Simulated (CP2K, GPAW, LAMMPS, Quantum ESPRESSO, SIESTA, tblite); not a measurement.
# CP2K runs on amorphous carbon (123 atoms), part 2 of 2

How do the settings of CP2K change the result for amorphous carbon (123 atoms)? A plane-wave run serves as the yardstick.

Program: CP2K 2026.2; the method stands at each step. Banners, paths, timers and routine set-up lines are dropped from the logs unmarked, and long logs keep their key lines alone; longer cuts are marked.

So far, slope of forces against the reference's: step 2 (PBE, DZVP-UZH, 450/50 Ry, diagonalisation) 1.01; step 3 (setting form inline, setting basis TZV2P-MOLOPT-GTH) 0.995.

## (4) PBE, TZVP-MOLOPT, 450/50 Ry, diagonalisation

Method: Kohn-Sham DFT, PBE, GTH-PBE pseudopotentials, Gaussian and plane waves, TZVP-MOLOPT-GTH, diagonalisation.

File input.inp:

```
&GLOBAL
  PROJECT cell
  RUN_TYPE ENERGY_FORCE
  PRINT_LEVEL LOW
&END GLOBAL
&FORCE_EVAL
  METHOD QS
  STRESS_TENSOR ANALYTICAL
  &DFT
    BASIS_SET_FILE_NAME BASIS_MOLOPT
    POTENTIAL_FILE_NAME GTH_POTENTIALS
    &MGRID
      CUTOFF 450
      REL_CUTOFF 50
    &END MGRID
    &QS
      EPS_DEFAULT 1.0E-12
    &END QS
    &SCF
      SCF_GUESS ATOMIC
      EPS_SCF 5.0E-06
      MAX_SCF 200
      ADDED_MOS 55
      &DIAGONALIZATION
        ALGORITHM STANDARD
      &END DIAGONALIZATION
      &SMEAR ON
        METHOD FERMI_DIRAC
        ELECTRONIC_TEMPERATURE [K] 580
      &END SMEAR
      &MIXING
        METHOD BROYDEN_MIXING
        ALPHA 0.15
        NBROYDEN 12
      &END MIXING
      &PRINT
        &RESTART OFF
        &END RESTART
      &END PRINT
    &END SCF
    &XC
      &XC_FUNCTIONAL PBE
      &END XC_FUNCTIONAL
    &END XC
    &PRINT
      &MULLIKEN ON
      &END MULLIKEN
      &HIRSHFELD ON
        SHAPE_FUNCTION DENSITY
      &END HIRSHFELD
      &MO ON
        EIGENVALUES T
        OCCUPATION_NUMBERS T
        MO_INDEX_RANGE 235 258
        &EACH
          QS_SCF 0
        &END EACH
        ADD_LAST NUMERIC
      &END MO
    &END PRINT
  &END DFT
  &SUBSYS
    &CELL
      A 11.14320 0.00000 0.00000
      B 0.00000 11.14320 0.00000
      C 0.00000 0.00000 11.14320
    &END CELL
    &COORD
[... 123 atom lines left out: the same atoms as in the first run ...]
    &END COORD
    &KIND C
      BASIS_SET TZVP-MOLOPT-GTH-q4
      POTENTIAL GTH-PBE-q4
    &END KIND
  &END SUBSYS
  &PRINT
    &FORCES ON
    &END FORCES
    &STRESS_TENSOR ON
    &END STRESS_TENSOR
  &END PRINT
&END FORCE_EVAL
```

Started as:

```sh
> OMP_NUM_THREADS=1 mpirun -np 4 cp2k.psmp -i input.inp > output.txt
```

Numbers of over 12 decimals in the logs are rounded to 6 here.

Output:

```text
CP2K| version string:                                       CP2K version 2026.2
 CP2K| Input file name                                                 input.inp
 GLOBAL| Basis set file name                                        BASIS_MOLOPT
 GLOBAL| Potential file name                                      GTH_POTENTIALS
[... lines left out ...]
 Number of electrons:                                                        492
[... lines left out ...]
  Step     Update method      Time    Convergence         Total energy    Change
[... lines left out ...]
  *** SCF run converged in    24 steps ***
[... lines left out ...]
  Fermi energy:                                                 0.117758
  Total energy:                                              -696.350786
  Total energy (extrapolated to T->0):                       -696.344921
[... lines left out ...]
 MO| E(Fermi):            0.117758 a.u.          3.204361 eV
[... lines left out ...]
 ENERGY| Total FORCE_EVAL ( QS ) energy [hartree]           -696.350744
[... lines left out ...]
 FORCES|      1  2.02762121E-02 -1.18902191E-02  2.24166867E-02   3.24809164E-02
 FORCES|      2 -8.69153121E-04  8.00349599E-03  7.44361344E-03   1.09644314E-02
 FORCES|      3  2.81180102E-04 -3.10425559E-02 -1.78976311E-02   3.58335671E-02
[...]
FORCES|    122  2.24648817E-02  7.86102173E-03  4.06088225E-03   2.41445094E-02
 FORCES|    123  8.21465436E-03 -2.07846330E-02  9.04707937E-03   2.41108100E-02
 FORCES| Sum     2.02837754E-05 -2.58300211E-04 -5.51273035E-05
 FORCES| Total atomic force                                       2.64895169E-04
 STRESS| Analytical stress tensor [bar]
 STRESS|                        x                   y                   z
 STRESS|      x       -9.14017063920E+04   3.24531233389E+04   6.72349729924E+03
 STRESS|      y        3.24531233389E+04  -7.71451377929E+04   2.06313724270E+04
 STRESS|      z        6.72349729924E+03   2.06313724270E+04  -9.73862814871E+04
 STRESS| 1/3 Trace                                            -8.86443752240E+04
```

It took 29 min on 4 MPI ranks of Arm Neoverse V1, shared host; peak memory 4.4 GiB; 1.9 h of CPU time.

Against the reference:

```
r.m.s. force component                  : 1.343 eV/Å
r.m.s. difference of force components   : 17.68 meV/Å
longest difference of force vectors     : 58.02 meV/Å
force difference over r.m.s. force      : 1.314 %
slope of forces against the reference's : 0.9979
correlation of force components         : 0.9999
pressure                                : -8.864 GPa
pressure difference                     : 0.3893 GPa
```

Against the first run (2.3 %), the force difference from the reference is 1.3 %, at 9.5 times the CPU time, with 2091 basis functions against 1599; this set comes with other potentials too, so the change isn't the basis's alone.

## (5) PBE, SZV-MOLOPT-SR, 450/50 Ry, diagonalisation

Method: Kohn-Sham DFT, PBE, GTH-PBE pseudopotentials, Gaussian and plane waves, SZV-MOLOPT-SR-GTH, diagonalisation.

input.inp, as its differences from that of step 4:

```diff
@@ -68,6 +68,31 @@
     &COORD
-[... 123 atom lines left out: the same atoms as in the first run ...]
+      SCALED
+      C 0.56593 0.69863 0.62788
+      C 0.07193 0.48872 0.81802
+      C 0.47127 0.64368 0.32854
+      C 0.93143 0.71032 0.07254
+      C 0.77278 0.44664 0.54828
+      C 0.40673 0.72632 0.97538
+      C 0.16235 0.55088 0.88982
+      C 0.46478 0.41843 0.28446
+      C 0.31981 0.34593 0.81152
+      C 0.71660 0.09275 0.54034
+      C 0.88020 0.09754 0.02812
+      C 0.12510 0.98863 0.50418
+      C 0.09682 0.36906 0.77980
+      C 0.27149 0.56685 0.81949
+      C 0.26277 0.64338 0.50324
+      C 0.80822 0.73369 0.04308
+      C 0.34140 0.12011 0.77441
+      C 0.23599 0.77977 0.74595
+      C 0.07759 0.70417 0.59029
+      C 0.57190 0.83111 0.25644
+[... 99 atom lines left out ...]
+      C 0.89768 0.86272 0.75007
+      C 0.44157 0.54572 0.24828
+      C 0.65756 0.03401 0.05291
+      C 0.30318 0.87666 0.82255
     &END COORD
     &KIND C
-      BASIS_SET TZVP-MOLOPT-GTH-q4
+      BASIS_SET SZV-MOLOPT-SR-GTH-q4
       POTENTIAL GTH-PBE-q4
```

Started as:

```sh
> OMP_NUM_THREADS=2 cp2k.psmp -i input.inp > output.txt
```

Output:

```text
CP2K| version string:                                       CP2K version 2026.2
 CP2K| Input file name                                                 input.inp
 GLOBAL| Basis set file name                                        BASIS_MOLOPT
 GLOBAL| Potential file name                                      GTH_POTENTIALS
[... lines left out ...]
 Number of electrons:                                                        492
[... lines left out ...]
  Step     Update method      Time    Convergence         Total energy    Change
[... lines left out ...]
  *** SCF run converged in    30 steps ***
[... lines left out ...]
  Fermi energy:                                                 0.158940
  Total energy:                                              -693.329125
  Total energy (extrapolated to T->0):                       -693.324127
[... lines left out ...]
 MO| E(Fermi):            0.158940 a.u.          4.324975 eV
[... lines left out ...]
 ENERGY| Total FORCE_EVAL ( QS ) energy [hartree]           -693.329223
[... lines left out ...]
 FORCES|      1  3.15114511E-02 -1.79582854E-02  3.51469863E-02   5.05052691E-02
 FORCES|      2 -7.84091531E-03  8.98855525E-03  8.98041865E-03   1.49305726E-02
 FORCES|      3  5.42849852E-03 -3.50672886E-02 -1.30733886E-02   3.78166209E-02
[...]
FORCES|    122  2.54485309E-02  1.27413582E-02  1.74043292E-03   2.85131380E-02
 FORCES|    123  1.03813271E-02 -3.18778476E-02  1.21891590E-02   3.56727447E-02
 FORCES| Sum     7.80525024E-05 -1.37474904E-04  8.92553067E-05
 FORCES| Total atomic force                                       1.81543527E-04
 STRESS| Analytical stress tensor [bar]
 STRESS|                        x                   y                   z
 STRESS|      x       -3.16990046647E+04   3.24786629934E+04   9.68489478788E+03
 STRESS|      y        3.24786629934E+04  -1.90664254109E+04   2.59985101452E+04
 STRESS|      z        9.68489478788E+03   2.59985101452E+04  -4.39002624346E+04
 STRESS| 1/3 Trace                                            -3.15552308367E+04
```

Elapsed: 2.8 min, on 2 threads; peak memory 2.5 GiB.

Compared with the plane-wave run:

```yaml
r_m_s_force_component: 1.829 eV/Å
r_m_s_difference_of_force_components: 528.2 meV/Å
longest_difference_of_force_vectors: 2042 meV/Å
force_difference_over_r_m_s_force: 39.25 %
slope_of_forces_against_the_reference_s: 1.347
correlation_of_force_components: 0.9908
pressure: -3.155 GPa
pressure_difference: 6.098 GPa
```

This is a coarse setting, run to see what it loses.

Against the first run (2.3 %), the force difference from the reference is 39 %, at 0.41 times the CPU time (on 2 against 4 cores), with 492 basis functions against 1599; this set comes with other potentials too, so the change isn't the basis's alone.

## (6) PBE, DZVP-UZH, 630/50 Ry, diagonalisation

Method: Kohn-Sham DFT, PBE, GTH-PBE pseudopotentials, Gaussian and plane waves, DZVP-MOLOPT (UZH set), diagonalisation.

input.inp, as its differences from that of step 5:

```diff
@@ -9,7 +9,8 @@
   &DFT
-    BASIS_SET_FILE_NAME BASIS_MOLOPT
-    POTENTIAL_FILE_NAME GTH_POTENTIALS
+    BASIS_SET_FILE_NAME BASIS_MOLOPT_UZH
+    POTENTIAL_FILE_NAME POTENTIAL_UZH
     &MGRID
-      CUTOFF 450
+      CUTOFF 630
       REL_CUTOFF 50
+      NGRIDS 5
     &END MGRID
@@ -68,3 +69,2 @@
     &COORD
-      SCALED
 [... 123 atom lines left out: the same atoms as in the first run ...]
@@ -72,3 +72,3 @@
     &KIND C
-      BASIS_SET SZV-MOLOPT-SR-GTH-q4
+      BASIS_SET DZVP-MOLOPT-PBE-GTH-q4
       POTENTIAL GTH-PBE-q4
```

Started as:

```sh
> OMP_NUM_THREADS=1 mpirun -np 4 cp2k.psmp -i input.inp > output.txt
```

Output:

```text
CP2K| version string:                                       CP2K version 2026.2
 CP2K| Input file name                                                 input.inp
 GLOBAL| Basis set file name                                    BASIS_MOLOPT_UZH
 GLOBAL| Potential file name                                       POTENTIAL_UZH
 GLOBAL| Run type                                                   ENERGY_FORCE
 GLOBAL| Total number of message passing processes                             4
 GLOBAL| Number of threads for this process                                    1
 TOTAL NUMBERS AND MAXIMUM NUMBERS
  Total number of            - Atomic kinds:                                   1
                             - Atoms:                                        123
[... lines left out ...]
                        Smear method:                                FERMI_DIRAC
[... lines left out ...]
 Number of electrons:                                                        492
[... lines left out ...]
  Step     Update method      Time    Convergence         Total energy    Change
[... lines left out ...]
  *** SCF run converged in    25 steps ***
[... lines left out ...]
  Fermi energy:                                                 0.119229
  Total energy:                                              -696.043922
  Total energy (extrapolated to T->0):                       -696.038140
[... lines left out ...]
 MO| E(Fermi):            0.119229 a.u.          3.244375 eV
[... lines left out ...]
 !-----------------------------------------------------------------------------!
 !-----------------------------------------------------------------------------!
                           Hirshfeld Charges
  #Atom  Element  Kind  Ref Charge     Population                    Net charge
      1       C      1       4.000          4.010                        -0.010
      2       C      1       4.000          3.990                         0.010
      3       C      1       4.000          3.997                         0.003
[...]
122       C      1       4.000          4.007                        -0.007
    123       C      1       4.000          3.994                         0.006
  Total Charge                                                           -0.000
 !-----------------------------------------------------------------------------!
 ENERGY| Total FORCE_EVAL ( QS ) energy [hartree]           -696.043874
 FORCES| Atomic forces [hartree/bohr]
 FORCES|   Atom     x               y               z               |f|
 FORCES|      1  2.07062294E-02 -1.19927627E-02  2.28683388E-02   3.30988703E-02
 FORCES|      2 -1.24952815E-03  8.33402450E-03  8.00835218E-03   1.16254458E-02
 FORCES|      3  4.06937481E-04 -3.14484212E-02 -1.75971441E-02   3.60392602E-02
[...]
FORCES|    122  2.25987247E-02  8.48441722E-03  3.90581258E-03   2.44528744E-02
 FORCES|    123  8.46736649E-03 -2.13136970E-02  8.93537526E-03   2.46132262E-02
 FORCES| Sum    -5.53734201E-05 -1.57978766E-04 -1.10288745E-04
 FORCES| Total atomic force                                       2.00467238E-04
 STRESS| Analytical stress tensor [bar]
 STRESS|                        x                   y                   z
 STRESS|      x       -8.59143410591E+04   3.20199830219E+04   6.89646742104E+03
 STRESS|      y        3.20199830219E+04  -7.16938690097E+04   2.08903197401E+04
 STRESS|      z        6.89646742104E+03   2.08903197401E+04  -9.22451141597E+04
 STRESS| 1/3 Trace                                            -8.32844414095E+04
```

Run time: 3.6 min. Hardware: 4 MPI ranks; peak memory 6 GiB; 14 min of CPU time.

Numbers from this run, and their distance from the reference:

```yaml
r_m_s_force_component: 1.359 eV/Å
r_m_s_difference_of_force_components: 31.11 meV/Å
longest_difference_of_force_vectors: 111.2 meV/Å
force_difference_over_r_m_s_force: 2.312 %
slope_of_forces_against_the_reference_s: 1.009
correlation_of_force_components: 0.9998
pressure: -8.328 GPa
pressure_difference: 0.9253 GPa
energy_less_the_same_level_run_s: -0.0004 meV/atom
r_m_s_force_difference_from_the_same_level_run: 0.743 meV/Å
```

Against the first run (2.3 %), the force difference from the reference is 2.3 %, at 1.2 times the CPU time: the change moves forces by 0.74 meV/Å r.m.s., so most of the difference comes from elsewhere.

## (7) PBE+D3(BJ), DZVP-UZH, 450/50 Ry, diagonalisation

Method: Kohn-Sham DFT, PBE+D3(BJ), GTH-PBE pseudopotentials, Gaussian and plane waves, DZVP-MOLOPT (UZH set), diagonalisation.

input.inp, as its differences from that of step 6:

```diff
@@ -12,5 +12,4 @@
     &MGRID
-      CUTOFF 630
+      CUTOFF 450
       REL_CUTOFF 50
-      NGRIDS 5
     &END MGRID
@@ -44,2 +43,10 @@
       &END XC_FUNCTIONAL
+      &VDW_POTENTIAL
+        POTENTIAL_TYPE PAIR_POTENTIAL
+        &PAIR_POTENTIAL
+          TYPE DFTD3(BJ)
+          PARAMETER_FILE_NAME dftd3.dat
+          REFERENCE_FUNCTIONAL PBE
+        &END PAIR_POTENTIAL
+      &END VDW_POTENTIAL
     &END XC
@@ -69,2 +76,3 @@
     &COORD
+      SCALED
 [... 123 atom lines left out: the same atoms as in the first run ...]
```

Output:

```text
CP2K| version string:                                       CP2K version 2026.2
 CP2K| Input file name                                                 input.inp
 GLOBAL| Basis set file name                                    BASIS_MOLOPT_UZH
 GLOBAL| Potential file name                                       POTENTIAL_UZH
[... lines left out ...]
 Number of electrons:                                                        492
[... lines left out ...]
  Step     Update method      Time    Convergence         Total energy    Change
[... lines left out ...]
  *** SCF run converged in    25 steps ***
[... lines left out ...]
  Fermi energy:                                                 0.119229
  Total energy:                                              -696.650229
  Total energy (extrapolated to T->0):                       -696.644447
[... lines left out ...]
 MO| E(Fermi):            0.119229 a.u.          3.244375 eV
[... lines left out ...]
 ENERGY| Total FORCE_EVAL ( QS ) energy [hartree]           -696.650180
[... lines left out ...]
 FORCES|      1  2.09968048E-02 -1.18852041E-02  2.31111323E-02   3.34103027E-02
 FORCES|      2 -1.45191688E-03  7.82056628E-03  7.52653009E-03   1.09507066E-02
 FORCES|      3  3.32232018E-04 -3.08965390E-02 -1.69854377E-02   3.52592059E-02
[...]
FORCES|    122  2.20083037E-02  8.31488456E-03  4.30017031E-03   2.39164003E-02
 FORCES|    123  8.68692713E-03 -2.15569674E-02  8.86551097E-03   2.48749438E-02
 FORCES| Sum     2.61515621E-05 -2.84515677E-04 -6.39571575E-05
 FORCES| Total atomic force                                       2.92785916E-04
 STRESS| Analytical stress tensor [bar]
 STRESS|                        x                   y                   z
 STRESS|      x       -9.88770484677E+04   3.18908521828E+04   6.87908550222E+03
 STRESS|      y        3.18908521828E+04  -8.46371004921E+04   2.09528312925E+04
 STRESS|      z        6.87908550222E+03   2.09528312925E+04  -1.05242130422E+05
 STRESS| 1/3 Trace                                            -9.62520931272E+04
```

Elapsed: 3 min, on 4 MPI ranks; peak memory 3.7 GiB.

Compared with the plane-wave run:

```yaml
r_m_s_force_component: 1.361 eV/Å
r_m_s_difference_of_force_components: 42.59 meV/Å
longest_difference_of_force_vectors: 184 meV/Å
force_difference_over_r_m_s_force: 3.165 %
slope_of_forces_against_the_reference_s: 1.011
correlation_of_force_components: 0.9996
pressure: -9.625 GPa
pressure_difference: -0.3715 GPa
```

Against the first run (2.3 %), the force difference from the reference is 3.2 %, at 1.0 times the CPU time; the model has changed, so this is no error of the program alone.

## (8) All runs compared

Differences are against the plane-wave reference, forces as r.m.s. over components; share is that over the reference's r.m.s. force, slope the least-squares factor from reference forces to these. Total energies of different programs have different zeros and aren't compared.

```
                                                         run  Δ force, r.m.s. (meV/Å)  share (%)  slope  Δ pressure (GPa)  cores  CPU time  memory (GiB)
                                                   reference                        -          -      -                 -      4    11 min           4.1
              CP2K PBE, DZVP-UZH, 450/50 Ry, diagonalisation                     31.1       2.31  1.009             0.925      4    12 min           3.6
          CP2K PBE, TZV2P-MOLOPT, 450/50 Ry, diagonalisation                     14.0       1.04  0.995             0.169      4       2 h           4.8
           CP2K PBE, TZVP-MOLOPT, 450/50 Ry, diagonalisation                     17.7       1.31  0.998             0.389      4     1.9 h           4.4
CP2K PBE, SZV-MOLOPT-SR, 450/50 Ry, diagonalisation (coarse)                      528       39.3  1.347              6.10      2     5 min           2.5
              CP2K PBE, DZVP-UZH, 630/50 Ry, diagonalisation                     31.1       2.31  1.009             0.925      4    14 min             6
       CP2K PBE+D3(BJ), DZVP-UZH, 450/50 Ry, diagonalisation                     42.6       3.16  1.011            -0.371      4    12 min           3.7
```

Rows marked coarse were listed beforehand as settings not expected to be converged; some can still land near the reference.

CPU time is summed over cores on a shared host, where runs went side by side, so it is rough. Symmetry, cutoffs, thresholds, outputs and thread counts weren't matched or tuned between programs; memory under MPI is the largest rank's times the ranks.

Within one program, basis, potentials and functional, energies share a zero. Each run against its twin at the usual cutoff or grid and solver:

```
                                           run                                  twin  Δ energy (meV/atom)  Δ force, r.m.s. (meV/Å)  CPU time over the twin's
CP2K PBE, DZVP-UZH, 630/50 Ry, diagonalisation  DZVP-UZH, 450/50 Ry, diagonalisation              -4.0e-4                    0.743                       1.2
```

## (9) Results

```yaml
nearest_in_forces: CP2K PBE, TZV2P-MOLOPT, 450/50 Ry, diagonalisation, 1.0 %
its_cpu_time: 2 h
```

In words: The PBE runs in local orbitals, coarse settings apart, differ by 1.0 % (CP2K PBE, TZV2P-MOLOPT, 450/50 Ry, diagonalisation) to 2.3 % (CP2K PBE, DZVP-UZH, 450/50 Ry, diagonalisation); basis, grid and potentials can all enter. Rows with another functional or a dispersion term differ by 3.2 % (CP2K PBE+D3(BJ), DZVP-UZH, 450/50 Ry, diagonalisation), which mixes the change of model with differences of basis and potentials. Runs with settings chosen to be coarse differ by 39 % (CP2K PBE, SZV-MOLOPT-SR, 450/50 Ry, diagonalisation), their programs' other errors included. One electronic-structure run takes under half the reference's CPU time: CP2K PBE, SZV-MOLOPT-SR, 450/50 Ry, diagonalisation, at 39 % in 5 min against 11 min; its pressure misses by +6.1 GPa. CP2K PBE, SZV-MOLOPT-SR, 450/50 Ry, diagonalisation stiffens the forces by a factor of 1.35 while following their directions (correlation 0.991); the slopes of the 6 CP2K runs lie between 1.00 and 1.35. In pressure, CP2K PBE, SZV-MOLOPT-SR, 450/50 Ry, diagonalisation misses by +6.1 GPa, at the same functional. The reference's pressure holds the uncorrected Pulay stress of its 45 Ry basis, so small pressure differences, and their order, may be the reference's own error. The quench rate of 120 K/ps is many orders above laboratory rates, so the cell is likely richer in defects and strain than a real sample. The network of bonds at the start is that of the classical potential that made the cell, and needn't be the one that DFT or experiment would give. The reference's pressure of -9.3 GPa belongs to a cell and atoms that aren't relaxed at this level. The electronic-structure runs sample only Γ, in a cell whose shortest periodic width is 11 Å, which is coarse for a cell with partly filled levels.

[Also dropped from logs without a mark: logging warnings of Python, and SIESTA's first energy breakdown and zero terms.]

[Logs are printed without paths, hosts, clocks, repeated set-up lines and the standing remarks that a program may print on its own settings, such as how far it seeks lower states.]

[Hosts, paths, dates, database ids (printed as entryN), source tags and the programs' standing remarks are cut or masked in the printed files.]
